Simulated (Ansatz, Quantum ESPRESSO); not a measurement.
# Ta (Im-3m): phonons and their coupling to the electrons, part 3 of 4

Wanted: the coupling constant λ of Ta (Im-3m) at ambient pressure.

Quantum ESPRESSO 7.5; DFT PBE, scalar-relativistic, plane waves, PseudoDojo norm-conserving pseudopotentials.

So far. Step 7 (Linear response on the mesh): The acoustic modes at Γ come out as far as 0.8 cm⁻¹ from zero, where they should vanish, a small numerical error. Step 9 (Interpolated phonon bands): All branches are real along the path. The relaxed cell has a = 3.316 Å (conventional setting).

## 10. Density of states

Sums over the zone need many more wavevectors than were solved, so the interpolation is sampled on a dense mesh.

matdyn.in

```
 &input
    asr='crystal',
    flfrc='x.fc',
    dos=.true.,
    fldos='x.dos',
    nk1=19,
    nk2=19,
    nk3=19,
    deltaE=0.3,
    la2F=.true.,
 /
```

Started as:

```bash
> matdyn.x -in matdyn.in > matdyn.out
```

Numbers of over 12 decimals in the logs are rounded to 6 here.

Output:

```text
[banner, memory and clock lines left out]
Program MATDYN v.7.5

 mass for atomic type   1 not given; uses mass from file x.fc
 Norm of the difference between old and new effective charges:    0.000000

 Norm of the difference between old and new force-constants:   1.71906e-06

     Message from routine matdyn:
     Z* not found in file x.fc, TO-LO splitting at q=0 will be absent!
 Norm of the difference between old and new effective charges:    0.000000

 Norm of the difference between old and new force-constants:   3.20646e-06

 Norm of the difference between old and new effective charges:    0.000000

 Norm of the difference between old and new force-constants:   4.43189e-06

 Norm of the difference between old and new effective charges:    0.000000

 Norm of the difference between old and new force-constants:   8.00857e-06

 Norm of the difference between old and new effective charges:    0.000000

 Norm of the difference between old and new force-constants:   1.38477e-05

 Norm of the difference between old and new effective charges:    0.000000

 Norm of the difference between old and new force-constants:   2.18325e-05

 Norm of the difference between old and new effective charges:    0.000000

 Norm of the difference between old and new force-constants:   3.3565e-05

 Norm of the difference between old and new effective charges:    0.000000

 Norm of the difference between old and new force-constants:   5.06387e-05

 Norm of the difference between old and new effective charges:    0.000000

 Norm of the difference between old and new force-constants:   7.46449e-05

 Norm of the difference between old and new effective charges:    0.000000

 Norm of the difference between old and new force-constants:   0.000107465

 Norm of the difference between old and new effective charges:    0.000000

 Norm of the difference between old and new force-constants:   0.000151628

Note: The following floating-point exceptions are signalling: IEEE_UNDERFLOW_FLAG
```

It took 36 s on 1 thread of Intel Xeon at 2.70GHz, shared host.

Read from the output:

```yaml
share_of_modes_beyond_3i_cm_minus1_on_the_dense_interpolated_mesh: 0
electron_phonon_coupling_constant: 1.084
logarithmic_mean_frequency_weighted_by_the_coupling: 131.3 K
zero_point_energy_per_atom: 20.19 meV
heat_capacity_at_300_k: 24.35 J/(mol atoms K)
vibrational_entropy_at_300_k: 42.77 J/(mol atoms K)
```

The phonon density of states has structure finer than the step of the table below, so its rows give means over 5 cm⁻¹, whole bins alone (the curve runs from 0 to 159 cm⁻¹). Peaks (cm⁻¹: height): 82.8: 0.0580, 127.8: 0.0850, 137.7: 0.104.

Tetrahedra. Phonon density of states against wavenumber; means over each step:

| wavenumber (cm⁻¹) | phonon density of states (1/cm⁻¹/cell) |
| --- | --- |
| 5 | 5.9e-5 |
| 10 | 2.7e-4 |
| 15 | 7.5e-4 |
| 20 | 0.00129 |
| 25 | 0.00197 |
| 30 | 0.00268 |
| 35 | 0.00354 |
| 40 | 0.00456 |
| 45 | 0.00569 |
| 50 | 0.00703 |
| 55 | 0.00859 |
| 60 | 0.0103 |
| 65 | 0.0125 |
| 70 | 0.0155 |
| 75 | 0.0201 |
| 80 | 0.0328 |
| 85 | 0.0402 |
| 90 | 0.0305 |
| 95 | 0.0225 |
| 100 | 0.0207 |
| 105 | 0.0206 |
| 110 | 0.0230 |
| 115 | 0.0260 |
| 120 | 0.0265 |
| 125 | 0.0380 |
| 130 | 0.0490 |
| 135 | 0.0677 |
| 140 | 0.0663 |
| 145 | 0.0202 |
| 150 | 0.0120 |
| 155 | 0.00823 |

Harmonic thermodynamic functions per atom, summed over the density of states scaled to three modes an atom; melting is ignored. Thermodynamic functions:

| T (K) | F_vib (meV/atom) | S (J/mol-atom/K) | C_V (J/mol-atom/K) |
| --- | --- | --- | --- |
| 0 | 20.19 | 0 | 0 |
| 50 | 19.24 | 6.129 | 12 |
| 100 | 12.99 | 17.59 | 20.25 |
| 200 | -13.96 | 33.02 | 23.63 |
| 300 | -53.55 | 42.77 | 24.35 |
| 400 | -101.7 | 49.81 | 24.61 |
| 500 | -156.3 | 55.32 | 24.73 |
| 600 | -216 | 59.83 | 24.79 |
| 700 | -280.1 | 63.66 | 24.83 |
| 800 | -347.8 | 66.98 | 24.86 |
| 900 | -418.8 | 69.91 | 24.88 |
| 1000 | -492.6 | 72.53 | 24.89 |

λ by broadening:

```
broadening (Ry)  lambda  N(E_F) (states/spin/Ry/cell)  ω_log (K)
          0.005   1.155                         9.026      129.2
           0.01   1.079                         8.936      129.5
          0.015   1.082                         9.091      130.7
           0.02   1.084                         9.126      131.3
          0.025    1.07                         9.043      131.3
           0.03   1.047                          8.89      131.2
          0.035   1.019                         8.698        131
           0.04  0.9896                          8.49      130.8
          0.045  0.9611                          8.28      130.7
           0.05  0.9345                         8.078      130.6
```

The alpha^2 F has structure finer than the step of the table below, so its rows give means over 0.5 meV, whole bins alone (the curve runs from 0.019 to 19.8 meV). Peaks (meV: height): 10.25: 1.11, 15.83: 2.86, 17.13: 1.79.

Gaussian broadening 0.02 Ry. Alpha^2 F against phonon energy; means over each step:

phonon energy (meV), alpha^2 F and a bar:
```
      0.5       0.00 
      1.0       0.00 
      1.5       0.00 
      2.0       0.01 
      2.5       0.01 
      3.0       0.02 
      3.5       0.03 #
      4.0       0.04 #
      4.5       0.05 #
      5.0       0.06 #
      5.5       0.08 ##
      6.0       0.10 ##
      6.5       0.12 ##
      7.0       0.14 ###
      7.5       0.16 ###
      8.0       0.19 ####
      8.5       0.23 #####
      9.0       0.29 ######
      9.5       0.38 ########
     10.0       0.63 #############
     10.5       0.80 ################
     11.0       0.69 ##############
     11.5       0.49 ##########
     12.0       0.42 #########
     12.5       0.40 ########
     13.0       0.39 ########
     13.5       0.41 ########
     14.0       0.49 ##########
     14.5       0.47 #########
     15.0       0.50 ##########
     15.5       0.72 ##############
     16.0       1.22 #########################
     16.5       0.96 ###################
     17.0       1.49 ##############################
     17.5       0.66 #############
     18.0       0.21 ####
     18.5       0.13 ###
     19.0       0.09 ##
     19.5       0.05 #
```

At 300 K the heat capacity has reached 98 % of the Dulong-Petit value.

## 11. A second program

A second program on the same cell, potentials, cutoff and meshes tests the implementation of the phonon response, not its convergence. Its couplings are summed in its own way. Its k mesh is centred on Γ.

This step: DFT PBE, scalar-relativistic, plane waves, PseudoDojo norm-conserving pseudopotentials (Ansatz 0.2.0).

input.yaml

```yaml
crystal:
  lattice:
    - [-1.658116945, 1.658116945, 1.658116945]
    - [1.658116945, -1.658116945, 1.658116945]
    - [1.658116945, 1.658116945, -1.658116945]
  atoms:
    - { symbol: Ta, position: [0.0, 0.0, 0.0] }
kpoints:
  mp_grid: { grid: [16, 16, 16] }
hamiltonian:
  xc: pbe
  pseudopotentials: { kind: nc, accuracy: standard }
scf:
  occupations: { method: cold, width: 0.27211 }
output:
  eigenvalues: true
basis:
  ecutwfc: 680.285
phonons:
  method: dfpt
  qmesh: [4, 4, 4]
  temperatures: { t_max: 1000, t_step: 50 }
  qpath:
    path:
      - [[0.0, 0.0, 0.0], [0.5, -0.5, 0.5], [0.0, 0.0, 0.5], [0.0, 0.0, 0.0], [0.25, 0.25, 0.25], [0.5, -0.5, 0.5]]
      - [[0.25, 0.25, 0.25], [0.0, 0.0, 0.5]]
    npoints: 12
  electrical_resistivity: { temperatures: [77, 300], mesh: [32, 32, 32] }
```

Started as:

```bash
> ansatz run input.yaml --threads 8 --pin off --max-ram 16384MiB --backend cpu --events-out ev --progress --plain --runs-dir out
```

Output:

```text
Warning: basis.ecutwfc = 680.285 eV is below the records' recommended 789.130201 eV, and the density's cutoff is lower with it unless basis.ecutrho_ratio is high enough to keep the records' density cutoff: compare with a run at a higher cutoff
Engine: ansatz 0.2.0, x86_64-unknown-linux-gnu
Pseudopotentials: kind: nc
Pseudopotential: Ta, nc, valence charge 13, recommended cutoff 789.130201 eV (normal), Ta.nc.azcp (PseudoDojo's, or run here from an input of PseudoDojo's; its table is named by hamiltonian.pseudopotentials.accuracy)
Functional definition: PBE
  parameter kappa = 0.804
  parameter beta = 0.066725
  exchange = pbe_x(kappa = kappa, mu = beta*pi^2/3)
  correlation = pbe_c(beta = beta)
Crystal: 1 atoms, lattice volume = 18.235 Å³
Basis set: ecut = 680.285 eV, 683 PW (Γ), exchange–correlation on 50×50×50 points (8 copies of the dense FFT grid, shifted against one another)
Bands: 11, of which v1, the nominal top of the filled ones, is band 7 counted from 1 (6 counted from 0)
Symmetry: 48 space group operations
k-points: 145 of 4096
Non-local potential: Ta, projectors of the file, l = 0: 2, l = 1: 2, l = 2: 2, l = 3: 2
Initial density: superposition of atomic densities (chi_scale 0.1, normalization cell)
Initial wavefunctions: pseudopotential atomic-orbital guess
Functional: x = pbe(κ = 0.804, μ = 0.219515), c = pbe(β = 0.066725)
SCF iter   1: F=—  HF=-1771.669211 eV  |F-HF|=—  |Δ(HF+E_count)|=         —  Δρ=4.18e-2  dr2=3.42e-1  ethr=3.10e-3  ⟨swp⟩=5.9  Hψ=10567  notcnv=0
preconditioner: auto → none  [metal: Δε(μ)=0.003 eV  Ē_g=8.390 eV  σ=0.272 eV  W_gap=0.01  n_scr=0 (ndim 8)  ℏωp=19.4 eV  f_vac=0.000  D(μ)=1.45/eV (n_scr^D=12)]
SCF iter   2: F=—  HF=-1771.551091 eV  |F-HF|=—  |Δ(HF+E_count)|=   1.18e-1  S|Δr|=    0.00e0  Δρ=1.51e-2  dr2=2.34e-2  ethr=2.63e-3  ⟨swp⟩=2.7  Hψ=3799  notcnv=0  defer=20
SCF iter   3: F=—  HF=-1771.548677 eV  |F-HF|=—  |Δ(HF+E_count)|=   2.41e-3  S|Δr|=    0.00e0  Δρ=4.28e-3  dr2=1.16e-3  ethr=1.80e-4  ⟨swp⟩=2.7  Hψ=2311  notcnv=0  defer=20
SCF iter   4: F=—  HF=-1771.548977 eV  |F-HF|=—  |Δ(HF+E_count)|=   3.01e-4  S|Δr|=    0.00e0  Δρ=3.55e-4  dr2=8.78e-6  ethr=8.90e-6  ⟨swp⟩=1.3  Hψ=1747  notcnv=0  defer=20
SCF iter   5: F=—  HF=-1771.548981 eV  |F-HF|=—  |Δ(HF+E_count)|=   4.00e-6  S|Δr|=    0.00e0  Δρ=4.68e-5  dr2=4.96e-8  ethr=6.75e-8  ⟨swp⟩=2.1  Hψ=2567  notcnv=0  defer=20
SCF iter   6: F=—  HF=-1771.548982 eV  |F-HF|=—  |Δ(HF+E_count)|=   4.93e-7  S|Δr|=    0.00e0  Δρ=2.26e-5  dr2=1.24e-8  ethr=3.82e-10  ⟨swp⟩=2.6  Hψ=2788  notcnv=0  defer=20
SCF iter   7: F=—  HF=-1771.548982 eV  |F-HF|=—  |Δ(HF+E_count)|=   6.67e-9  S|Δr|=    0.00e0  Δρ=5.80e-6  dr2=8.70e-10  ethr=9.50e-11  ⟨swp⟩=1.8  Hψ=2021  notcnv=0  defer=20
SCF iter   8: F=—  HF=-1771.548982 eV  |F-HF|=—  |Δ(HF+E_count)|=  6.40e-10  S|Δr|=    0.00e0  Δρ=8.04e-7  dr2=1.67e-11  ethr=6.69e-12  ⟨swp⟩=2.1  Hψ=2174  notcnv=0  defer=20
SCF iter   9: F=-1771.548982 eV  HF=-1771.548982 eV  |F-HF|=4.55e-13  |Δ(HF+E_count)|=  1.11e-11  S|Δr|=    0.00e0  Δρ=5.90e-8  dr2=9.47e-14  ethr=1.00e-12  ⟨swp⟩=7.5  Hψ=8200  notcnv=0
SCF 1 converged in 9 iterations: F = -1771.548982 eV  dr2 = 9.47e-14
NSCF: frozen V_eff on 145 k-points
WARN: eigensolver did not converge in 22 slots of this pass, the one above among them; of largest residual over every band (k=1): 1 band(s) unlocked (lowest unlocked band 10, counted from 0; max residual 2.64e-2 eV among the unlocked bands, 2.64e-2 eV over every band); of lowest unlocked band (k=1): band 10
NSCF: frozen V_eff on 349 k-points
DFPT response loops at q = (0, 0, 0) (fractional): preconditioner auto → Kerker (q_TF=auto, 2.579 Å⁻¹) (partly filled bands, converged f_vac=0.000); β = 1.00, the filter's whole step (`scf.mixing.beta` (0.50) is not read by the response loops under this deck's `scf.mixing.preconditioner`; to damp them name `kerker` or `kerker_dos`, under which they read `scf.mixing.beta`, and type it under 1.00, their step now; both keys bind the ground state too); Broyden in place of MSR1
NSCF: frozen V_eff on 4352 k-points
DFPT response loops at q = (0, 0, 0.25) (fractional): mixed as the last ones told, above
NSCF: frozen V_eff on 2196 k-points
DFPT response loops at q = (0, 0, -0.5) (fractional): mixed as the last ones told, above
NSCF: frozen V_eff on 8192 k-points
DFPT response loops at q = (0, 0.25, 0.25) (fractional): mixed as the last ones told, above
NSCF: frozen V_eff on 1178 k-points
DFPT response loops at q = (0.25, 0.25, 0.25) (fractional): mixed as the last ones told, above
NSCF: frozen V_eff on 2320 k-points
DFPT response loops at q = (0.25, 0.25, -0.25) (fractional): mixed as the last ones told, above
NSCF: frozen V_eff on 4352 k-points
DFPT response loops at q = (0.25, -0.5, -0.5) (fractional): mixed as the last ones told, above
NSCF: frozen V_eff on 698 k-points
DFPT response loops at q = (-0.5, -0.5, -0.5) (fractional): mixed as the last ones told, above
SCF iter   1: F=—  HF=-1771.669211 eV  |F-HF|=—  |Δ(HF+E_count)|=         —  Δρ=4.18e-2  dr2=3.42e-1  ethr=3.10e-3  ⟨swp⟩=5.9  Hψ=10567  notcnv=0
SCF iter   2: F=—  HF=-1771.551091 eV  |F-HF|=—  |Δ(HF+E_count)|=   1.18e-1  S|Δr|=    0.00e0  Δρ=1.51e-2  dr2=2.34e-2  ethr=2.63e-3  ⟨swp⟩=2.7  Hψ=3799  notcnv=0  defer=20
SCF iter   3: F=—  HF=-1771.548677 eV  |F-HF|=—  |Δ(HF+E_count)|=   2.41e-3  S|Δr|=    0.00e0  Δρ=4.28e-3  dr2=1.16e-3  ethr=1.80e-4  ⟨swp⟩=2.7  Hψ=2311  notcnv=0  defer=20
SCF iter   4: F=—  HF=-1771.548977 eV  |F-HF|=—  |Δ(HF+E_count)|=   3.01e-4  S|Δr|=    0.00e0  Δρ=3.55e-4  dr2=8.78e-6  ethr=8.90e-6  ⟨swp⟩=1.3  Hψ=1747  notcnv=0  defer=20
SCF iter   5: F=—  HF=-1771.548981 eV  |F-HF|=—  |Δ(HF+E_count)|=   4.00e-6  S|Δr|=    0.00e0  Δρ=4.68e-5  dr2=4.96e-8  ethr=6.75e-8  ⟨swp⟩=2.1  Hψ=2567  notcnv=0  defer=20
SCF iter   6: F=—  HF=-1771.548982 eV  |F-HF|=—  |Δ(HF+E_count)|=   4.93e-7  S|Δr|=    0.00e0  Δρ=2.26e-5  dr2=1.24e-8  ethr=3.82e-10  ⟨swp⟩=2.6  Hψ=2788  notcnv=0  defer=20
SCF iter   7: F=—  HF=-1771.548982 eV  |F-HF|=—  |Δ(HF+E_count)|=   6.67e-9  S|Δr|=    0.00e0  Δρ=5.80e-6  dr2=8.70e-10  ethr=9.50e-11  ⟨swp⟩=1.8  Hψ=2021  notcnv=0  defer=20
SCF iter   8: F=—  HF=-1771.548982 eV  |F-HF|=—  |Δ(HF+E_count)|=  6.40e-10  S|Δr|=    0.00e0  Δρ=8.04e-7  dr2=1.67e-11  ethr=6.69e-12  ⟨swp⟩=2.1  Hψ=2174  notcnv=0  defer=20
SCF iter   9: F=-1771.548982 eV  HF=-1771.548982 eV  |F-HF|=2.27e-13  |Δ(HF+E_count)|=  1.14e-11  S|Δr|=    0.00e0  Δρ=6.15e-8  dr2=9.90e-14  ethr=1.00e-12  ⟨swp⟩=2.7  Hψ=3380  notcnv=0
SCF 2 converged in 9 iterations: F = -1771.548982 eV  dr2 = 9.90e-14
NSCF: frozen V_eff on 145 k-points
NSCF: frozen V_eff on 897 k-points
SCF converged after 9 iterations
Stability not checked: this state was not tested for a lower state beside it, because cold or Methfessel-Paxton smearing, or corrected tetrahedra, fill the levels in a way that the test cannot read (fill_not_monotonic; see scf.lower_state_search)
Free energy (F): -1771.548982 eV
Harris-Foulkes:  -1771.548982 eV  (|F-HF|=4.55e-13)
Internal energy: -1771.553179 eV  (E = F + TS)
E sigma→0 (E₀):  -1771.550381 eV
Entropy (-TS):   0.004198 eV (4.198 meV/atom)
Fermi energy:    18.189734 eV
--- Per-component energies (eV) ---
  E_band       = -109.600949
  E_kinetic    = 466.308459
  E_local      = -827.531316  (includes V_loc(G=0)·N_el)
  E_nonlocal   = 126.472663
  E_hartree    = 201.246126
  E_xc         = -402.766261
  E_vxc        = -277.343009  (∫ρ·V_xc dr)
  E_ewald      = -1335.282850
  E_smearing   = 0.004198  (= −TS)
  E_closure    = 0.000000  (closes the sum)
  Σ components = -1771.548982   (vs F -1771.548982, Δ=0.00e0)
--- Band table (eV; the first three rows and the last of 145) ---
  k-point 0: bands = [... 3 lower, -14.9122, 10.3327, 18.9301, 18.9301, 18.9301, 22.1629, 22.1629, 32.7434]
  k-point 1: bands = [... 3 lower, -14.9126, 10.5042, 18.8181, 18.8974, 19.0981, 21.9803, 22.1628, 32.8979]
  k-point 2: bands = [... 3 lower, -14.9134, 10.9969, 18.5162, 18.7525, 19.5958, 21.6351, 22.1746, 33.2653]
  k-point 144: bands = [... 3 lower, -15.7004, 14.4709, 14.4709, 24.9353, 24.9353, 24.9353, 26.6717, 26.6717]
--- Phonons (Γ-DFPT): 1 representative perturbation + reference (Σ response iterations 4) ---
  ASR residual: 2.025e-5 → 0.000e0 eV/Å²; symmetrization residual: 1.016e-20 eV/Å²
  ASR residual per site (eV/Å²): 2.03e-5
  Γ frequencies (cm⁻¹): 0.00 0.00 0.00
--- Phonons (arbitrary-q DFPT): 8 irreducible q on the 4×4×4 mesh ---
  q = [0.0000, 0.0000, 0.0000] (star 1, of the zone-centre solve; hermiticity 1.48e-24, symmetrization 8.36e-16): -0.00 -0.00 -0.00
  q = [0.0000, 0.0000, 0.2500] (star 12, 2 solved perturbations in 3336 linear systems a pass and spin channel, the states on 2176 of 4096 k-point pairs; hermiticity 1.82e-14, symmetrization 1.10e-13, the responses' own estimated error 1.2e-7 eV/Å²): 56.27 76.29 111.37
  q = [0.0000, 0.0000, -0.5000] (star 6, 2 solved perturbations in 1719 linear systems a pass and spin channel, the states on 1098 of 4096 k-point pairs; hermiticity 4.75e-14, symmetrization 6.37e-14, the responses' own estimated error 1.1e-7 eV/Å²): 83.57 127.85 142.09
  q = [0.0000, 0.2500, 0.2500] (star 24, 2 solved perturbations in 6272 linear systems a pass and spin channel, the states on 4096 of 4096 k-point pairs; hermiticity 3.01e-11, symmetrization 4.38e-14, the responses' own estimated error 1.0e-7 eV/Å²): 86.92 98.04 140.78
  q = [0.2500, 0.2500, 0.2500] (star 2, 1 solved perturbation on 589 of 4096 k-point pairs; hermiticity 1.58e-13, symmetrization 2.63e-13, the responses' own estimated error 9.5e-8 eV/Å²): 114.09 114.09 114.09
  q = [0.2500, 0.2500, -0.2500] (star 6, 2 solved perturbations in 1808 linear systems a pass and spin channel, the states on 1160 of 4096 k-point pairs; hermiticity 6.90e-14, symmetrization 4.10e-14, the responses' own estimated error 1.1e-7 eV/Å²): 104.65 104.65 138.58
  q = [0.2500, -0.5000, -0.5000] (star 12, 2 solved perturbations in 3336 linear systems a pass and spin channel, the states on 2176 of 4096 k-point pairs; hermiticity 3.31e-14, symmetrization 2.96e-14, the responses' own estimated error 1.1e-7 eV/Å²): 107.06 133.53 152.54
  q = [-0.5000, -0.5000, -0.5000] (star 1, 1 solved perturbation on 349 of 4096 k-point pairs; hermiticity 4.14e-14, symmetrization 1.98e-13, the responses' own estimated error 1.2e-7 eV/Å²): 159.55 159.55 159.55
  sum rule: each row above includes the acoustic sum rule's correction from the zone centre's row sums; it moved no ω² by more than (0.17 cm⁻¹)²
  mesh force constants: q→R imaginary residual 0.00e0; ASR residual 2.025e-5 → 0.000e0 eV/Å²; symmetrization residual 5.329e-15 eV/Å²
  interpolated dispersion: 74 rows × 3 modes
  density of states and harmonic sums: on the 28×28×28 q-mesh, interpolated from the force constants of a 4×4×4 supercell (no non-analytic term)
  largest difference from the sums on the solved wave vectors: F 1.62e-2 eV, S 2.03e-5 and C_V 4.31e-6 eV/K
  zero-point energy: 0.020183 eV/cell   skipped modes (ω ≤ 0): 3   left out of the sums: 4.56e-5 of the cell's modes: C_V's classical limit lies that fraction below 3 k_B per atom; for a crystal, a wire or a layer, F and S can be off by more, and a phonons.interpolated_qmesh denser along its periods is the remedy for the sampling
--- Electrical resistivity: potentials and phonons of a 4×4×4 supercell ---
  scattering by harmonic phonons alone, with no dipole-dipole term; scattering by other electrons, impurities, surfaces and spin disorder is left out, and so is spin–orbit coupling
  the resistivity is that of a variational response, whose dependence on the energy is improved iteratively
  at the Fermi level of each mesh (of a tensor a third of its trace):
           mesh   spin    states/(eV spin)  plasma energy (eV)         λ      λ_tr    ħω_log (meV)
       32×32×32                     0.6506              8.7073    0.9760    0.9367          11.929
       16×16×16                     0.6628              8.7085    0.9944    0.9600          11.978
          8×8×8                     0.7080              8.6752    1.0590    1.0399          12.023
  resistivity on the deck's mesh, µΩ·cm:
     T (K)       trace/3  mesh converged            xx            yy            zz    lowest order   relaxation time
     77.00      2.6050e0              no      2.6050e0      2.6050e0      2.6050e0        2.8096e0          2.7391e0
    300.00      1.4205e1              no      1.4205e1      1.4205e1      1.4205e1        1.4720e1          1.4959e1
  mean free path at 77 K (of a tensor a third of its trace): 19.1 nm by what each carries, 16.5 by the Fermi surface alone
  Hall coefficient in a weak field at 77 K (a third of the trace): 9.653e-11 m³/C (as a tensor it moves by 0.4 % between the two finest meshes); by each state's relaxation time: 9.537e-11 m³/C; by a constant relaxation time: 7.714e-11 m³/C
  mean free path at 300 K (of a tensor a third of its trace): 3.39 nm by what each carries, 3.03 by the Fermi surface alone
  Hall coefficient in a weak field at 300 K (a third of the trace): 9.814e-11 m³/C (as a tensor it moves by 0.7 % between the two finest meshes); by each state's relaxation time: 9.515e-11 m³/C; by a constant relaxation time: 7.720e-11 m³/C
  the resistivity times a path that all electrons share, by the Fermi surface of the deck's mesh alone (a third of the trace): 4.311e-16 Ω·m²
  not converged in the mesh (λ; λ_tr; the resistivity at 77 K by 2.24 %; the resistivity at 300 K by 2.45 %): between neighbouring meshes, the two finest first, λ moves by 1.89 % and 6.49 %, λ_tr by 2.49 % and 8.32 % and the resistivity by up to 2.45 % and 8.73 %; an estimate, no bound, puts it up to 8.2e-7 % above the Boltzmann equation's exact value after up to 3 iterations (at most 30 are made, fewer where the estimate is under 1.0e-6 % of each spin channel's own resistivity)
  vibrations of 64 cells: unjudged by the run; compare a larger repeat
  the changes of the potential over all sites missed a rigid shift's by 0.00 % (the site terms' by 0.00 %)
  at the force constants' own smearing the fine mesh and the k-points of their solves give squared frequencies that differ by 4.4 % of the larger at the most, at (0.25, -0.5, -0.5)
```

It took 3.6 min on 8 threads; peak memory 3.6 GiB; 23 min of CPU time.

Numbers from this step:

```yaml
sum_rule_residual_before_enforcement: 2.03e-5 eV/Å²
electron_phonon_coupling_constant: 0.9760
logarithmic_mean_frequency_weighted_by_the_coupling: 138.4 K
zero_point_energy_per_atom: 20.18 meV
vibrational_entropy_at_300_k: 42.82 J/(mol atoms K)
```

[end of part 3 of 4]

[Host names and launcher messages were left out of these logs when they were recorded.]

[Logs are printed without paths, hosts, clocks, repeated set-up lines and the standing remarks that a program may print on its own settings, such as how far it seeks lower states.]

[Hosts, paths, dates, database ids (printed as entryN), source tags and the programs' standing remarks are cut or masked in the printed files.]
